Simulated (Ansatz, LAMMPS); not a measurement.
# Localised basis functions on amorphous Ge (61 atoms), part 2 of 2

Aim: test how closely localised support functions follow the reference on amorphous Ge (61 atoms), and at what cost. A setting counts as converged where the r.m.s. difference of forces stays under 1 % of the r.m.s. force.

Ansatz 0.2.0; Kohn-Sham DFT, PBE, PAW (set soft_2), plane waves.

The cell: 61 Ge. The quench rate of 5 K/ps far exceeds what a furnace or splat quench reaches. The network of bonds at the start is that of the classical potential that made the cell. The Brillouin zone is sampled at Γ only, in a cell whose shortest periodic width is 11 Å.

So far. Step 14 (A changed input): The change made on purpose: total_charge = 10. Step 15 (Another setting: scf.algorithm = "direct_min"): Forces differ from the reference by 0.005 meV/Å r.m.s., 0.0018 % of their size, well within a tolerance of 1 %. It took 1.7 min and 10 cycles; the reference's time can't be set against it, since the two runs asked for unlike analyses.

### Step 18. The first run in detail

The first run, on the default basis, asked for the full analyses, so its electronic structure is set out here.

Neighbours are counted within 2.93 Å (Ge-Ge).

Length of the force by element and coordination:

```
element  coordination  atoms  mean length of the force (eV/Å)  spread  least   most
     Ge           all     61                            0.415   0.190  0.117   0.91
     Ge             4     53                            0.395   0.180  0.117   0.91
     Ge             5      8                            0.548   0.199  0.191  0.883
```

Intrinsic-atomic-orbital charges by element and coordination:

```
element  coordination  atoms  mean charge (e)  spread    least     most
     Ge           all     61                0  0.0304   -0.065    0.119
     Ge             4     53           0.0042  0.0296  -0.0449    0.119
     Ge             5      8          -0.0281  0.0184   -0.065  -7.0e-4
```

States in the cell by windows of 1 eV, zero at the Fermi level; the larger projections on atomic orbitals stand beside the total:

```
from (eV)  to (eV)  total  Ge p  Ge s
      -14      -13    0.0   0.0   0.0
      -13      -12    2.1   0.1   2.1
      -12      -11   13.4   3.5   9.8
      -11      -10   22.4   6.7  15.6
      -10       -9   16.1   5.1  10.9
       -9       -8   13.5   4.5   9.0
       -8       -7   18.0   6.8  11.1
       -7       -6   17.0   8.1   8.8
       -6       -5   13.9   8.0   5.8
       -5       -4   12.5  10.0   2.3
       -4       -3   26.7  24.7   1.8
       -3       -2   26.9  24.5   2.2
       -2       -1   39.1  36.3   2.4
       -1        0   22.5  20.0   2.2
        0        1   15.8  10.9   4.4
        1        2   25.5  17.4   6.7
        2        3   29.7  21.4   5.5
        3        4   35.7  25.9   5.3
        4        5   32.6  23.1   3.8
```

Between -26 and -14 eV lie 610 more states.

The levels nearest the highest filled one (over half full), pooled over k-points and spins:

```
level less the highest filled one (eV)  occupation
                                -0.549           2
                                -0.420           2
                                 -0.33           2
                                -0.273           2
                               -0.0803        2.00
                                     0        1.89
                                 0.141       0.114
                                 0.263       0.001
                                 0.560           0
                                 0.613           0
                                 0.799           0
                                 0.864           0
```

Valence density in the ac plane at fractional y = 0.396, with atoms of Ge within 0.2 Å of it. It is the smooth field of the valence electrons, not physical close to the nuclei.

Ten steps, logarithmic in the rise over the least value, from '0' (0 e/Å³) to '9' (36 e/Å³), each cell a mean:
```
0000000001112232110000148962100
0000011123321110000000136742100
1110011259841100000000011221111
4210001258841000000000000011367
6210000123321000000000000001489
3100000001110000000000000001256
1000000000000000000000000000111
0000000000111000000011211000110
0000000001221100000125652111110
0000000012553100000126973111111
1110000013663100000013542100011
3421000011232100000011111000012
8962100000111100000011110000013
7852100000111100000125531000013
2321000000111111001249952100011
0000000000111110001137741100000
0000000001111000000112211000000
0000000112211000000000000000000
0000001257731000000000000000000
1112211258731000000000000000001
1224321123321110000000000000111
1123211001112332100000000001111
0111100000013785210000001111110
0000000000013785210000124531100
```
Columns run along a (11.1 Å), rows up along c (11.1 Å). Atoms in or near the plane, at fractional coordinates: Ge at (0.45, 0.03), Ge at (0.81, 0.97), Ge at (0.72, 0.60), Ge at (0.31, 0.87), Ge at (0.70, 0.38), Ge at (0.03, 0.46), Ge at (0.97, 0.81).

Electrostatic potential energy in the ac plane at fractional y = 0.396, with atoms of Ge within 0.2 Å of it. With pseudopotentials it is smooth inside the atoms' cores, unlike the true potential.

Ten even steps from '_' (-30 eV) to '@' (12 eV), each cell a mean:
```
@@@@@@@@%%@@@@@@%%%%%%%%**==--==##%%@@@@@@%%**::______==%%@@@@
@@@@@@%%%%%%%%##==::--++##%%%%%%@@@@@@@@@@@@##--..__..++%%%%@@
##%%%%%%%%%%%%++..____::**%%@@@@@@@@@@@@@@@@%%##++++**####**++
::**%%@@@@@@%%++..____::**@@@@@@@@@@@@@@@@@@@@@@@@@@%%##--..__
__==%%@@@@@@@@%%++----++%%@@@@@@@@@@@@@@@@@@@@@@@@@@@@**::____
::**%%@@@@@@@@@@%%%%%%%%@@@@@@@@@@@@@@@@@@@@@@@@@@@@@@##==..__
##%%@@@@@@@@@@@@@@@@@@@@@@@@@@@@@@@@@@@@@@@@@@@@@@@@@@@@%%****
@@@@@@@@@@@@@@@@@@@@%%%%%%@@@@@@@@@@@@@@%%**++**##@@@@@@%%%%%%
@@@@@@@@@@@@@@@@%%##++==**%%@@@@@@@@@@%%++..__..==%%@@%%%%%%@@
@@@@@@@@@@@@@@@@##--..__::**@@@@@@@@@@%%--______--##@@%%%%%%%%
####%%@@@@@@@@@@##--____::**%%@@@@@@@@%%**::..::++%%@@@@@@%%%%
::::--##%%@@@@@@%%**----++%%@@@@@@@@@@@@%%##**##%%@@@@@@@@%%++
______==%%@@@@@@@@%%%%%%%%@@@@@@@@@@@@@@%%##**##%%@@@@@@@@##::
____..==%%@@@@@@@@@@%%####%%@@@@@@@@@@##==....--##@@@@@@@@##--
==--++##@@@@@@@@@@@@%%****##%%%%%%%%%%++..____..++%%@@@@@@%%**
%%%%@@@@@@@@@@@@@@@@%%####%%%%%%%%@@%%**::____::**%%%%%%@@@@@@
@@@@@@@@@@@@@@@@%%%%%%%%%%@@@@@@@@@@@@%%**++++**%%@@@@%%@@@@@@
@@@@@@@@@@@@@@%%++--==**%%@@@@@@@@@@@@@@@@@@@@@@@@@@@@@@@@@@@@
@@@@%%%%%%@@%%++..____::##@@@@@@@@@@@@@@@@@@@@@@@@@@@@@@@@@@@@
%%%%**==++##%%++..____::##@@@@@@@@@@@@@@@@@@@@@@@@@@@@@@%%%%%%
%%**--::::++%%##==::--++%%%%%%%%@@@@@@@@@@@@@@@@@@@@@@%%%%####
%%##==----**%%@@%%%%%%%%**==--==##@@@@@@@@@@@@@@@@@@@@%%%%####
@@%%######%%@@@@@@@@@@##--____..==%%@@@@@@@@@@%%##**##%%%%%%@@
@@@@@@@@@@@@@@@@@@@@@@##--____..==%%@@@@@@@@%%==....::**%%@@@@
```
Columns run along a (11.1 Å; values clipped at the 3rd and 97th percentile), rows up along c (11.1 Å). Atoms in or near the plane, at fractional coordinates: Ge at (0.45, 0.03), Ge at (0.81, 0.97), Ge at (0.72, 0.60), Ge at (0.31, 0.87), Ge at (0.70, 0.38), Ge at (0.03, 0.46), Ge at (0.97, 0.81).

Intrinsic-atomic-orbital charges run from -0.07 to +0.12 e. Within 0.4 eV of the Fermi level the largest share is Ge p (82 % of the projected weight).

### Step 19. Distances and neighbours

These statistics describe the geometry on which the runs were made.

Density 5.38 g/cm³, 22.41 Å³ an atom.

Pair distribution function in bins of 0.1 Å:

```
r (Å)  total
 2.25   0.00
 2.35   1.24
 2.45   6.71
 2.55   3.16
 2.65   0.59
 2.75   0.23
 2.85   0.00
 2.95   0.00
 3.05   0.12
 3.15   0.18
 3.25   0.22
 3.35   0.31
 3.45   0.44
 3.55   0.64
 3.65   1.01
 3.75   1.25
 3.85   2.20
 3.95   2.13
 4.05   1.85
 4.15   2.04
 4.25   1.52
 4.35   0.83
 4.45   1.00
 4.55   0.82
 4.65   0.73
 4.75   0.78
 4.85   0.87
 4.95   0.95
 5.05   0.90
 5.15   0.73
 5.25   0.78
 5.35   0.74
 5.45   0.81
```

Bonds by pair of elements; cutoffs follow the first minimum of g(r), held within bounds set by covalent radii, and pairs that aren't listed don't count as bonded:

```
pair A-B  cutoff (Å)  bonds  mean length (Å)  spread (Å)  shortest (Å)  B about A  A about B
   Ge-Ge        2.93    126             2.49       0.077          2.37       4.13       4.13
```

How many atoms have how many bonded neighbours:

```
element  mean   4  5
     Ge  4.13  53  8
```

Rings of the network by King's shortest-path rule, up to 12 atoms, one path for each pair of neighbours; H, halogens, alkali and alkaline-earth atoms are left out, and the last column divides by all other atoms, bonded or not:

```
ring size (atoms)  rings  per network atom
                4      4             0.066
                5     39             0.639
                6     44             0.721
                7     25              0.41
                8      3             0.049
```

The first peak of g(r) lies near 2.5 Å. Counting bonds as in the table, 87 % of Ge atoms have 4 bonded neighbours. Rings of 6 atoms are the most common (38 % of those counted); sizes run from 4 to 8.

The surroundings of Ge44, which has 5 bonded neighbours where the commonest count for Ge is 4, nearest first, numbered as they follow in the input and with coordinates relative to it.

```
atom      x      y      z  distance (Å)  bonds  intrinsic-atomic-orbital charge (e)     Fx     Fy  Fz (eV/Å)
Ge44   0.00   0.00   0.00          0.00      5                                -0.02   0.12  -0.13      -0.08
Ge42   1.20   0.90   1.90          2.42      4                                 0.03   0.27   0.10      -0.11
 Ge9   0.52  -2.34  -0.70          2.49      4                                -0.03  -0.30   0.32       0.42
Ge46  -1.52   0.30  -1.95          2.50      4                                 0.00   0.06  -0.25       0.07
Ge15  -1.75  -0.86   1.71          2.59      4                                 0.00   0.44  -0.60      -0.10
Ge58   1.20   1.76  -1.61          2.67      5                                -0.02  -0.19   0.06       0.31
Ge29  -1.86  -2.61  -0.09          3.20      4                                 0.00   0.04  -0.31       0.23
 Ge5   0.39   0.13  -3.70          3.73      5                                 0.00  -0.27   0.25       0.51
Ge12   0.75  -2.23  -3.07          3.87      4                                 0.01   0.10   0.22      -0.03
Ge23   3.61   0.67   1.42          3.93      4                                -0.02   0.19   0.25      -0.11
 Ge7   1.56  -0.77   3.60          4.00      4                                 0.02   0.02  -0.11       0.15
Ge51   3.54   1.72  -0.79          4.01      4                                 0.01   0.10   0.15       0.18
Ge47   0.18   3.01   2.68          4.03      4                                 0.01  -0.15   0.08      -0.07
```

The column of bonds counts only the pairs Ge-Ge within 2.93 Å; other neighbours, such as metal atoms beside each other in a compound, aren't counted, and periodic images can show an atom twice.

### Step 20. Outcome

```
free energy per atom         : -4294.7190 eV/atom
pressure                     : 5.166 GPa
r.m.s. force component       : 0.2636 eV/Å
wall time of the 13 DFT runs : 29 min
```

Against plane waves at 750 eV, the forces differ by 0.094 meV/Å (0.035 %) with support functions medium, and by 0.017 meV/Å in the closest run (support functions high). At 61 atoms the fastest of the runs at a preset level, support functions low, takes 2.6 times the time of plane waves, in 11 SCF cycles against 10. Differences between support functions and plane waves include what basis error the plane-wave run still has. As the radius goes from 4.07 to 6.3 Å, the force difference goes from 0.15 to 0.052 meV/Å (not steadily; the least is 0.049 at 4.7 Å), and the time from 76 s to 7.8 min.

Counting bands leaves a spacing of only 0.14 eV (at Γ alone), which the smearing bridges: 2 levels are partly filled by over 2 %, so a gap, if any, is small at this level. Counting bonds as in the table, 87 % of Ge atoms have 4 bonded neighbours.

Caveats: The geometry was minimised with a classical potential after classical dynamics and isn't relaxed at this level: its force components are 0.26 eV/Å r.m.s. The pressure of 5.2 GPa belongs to a cell and atoms that aren't relaxed at this level.

[Logs are printed without paths, hosts, clocks, repeated set-up lines and the standing remarks that a program may print on its own settings, such as how far it seeks lower states.]

[Hosts, paths, dates, database ids (printed as entryN), source tags and the programs' standing remarks are cut or masked in the printed files.]
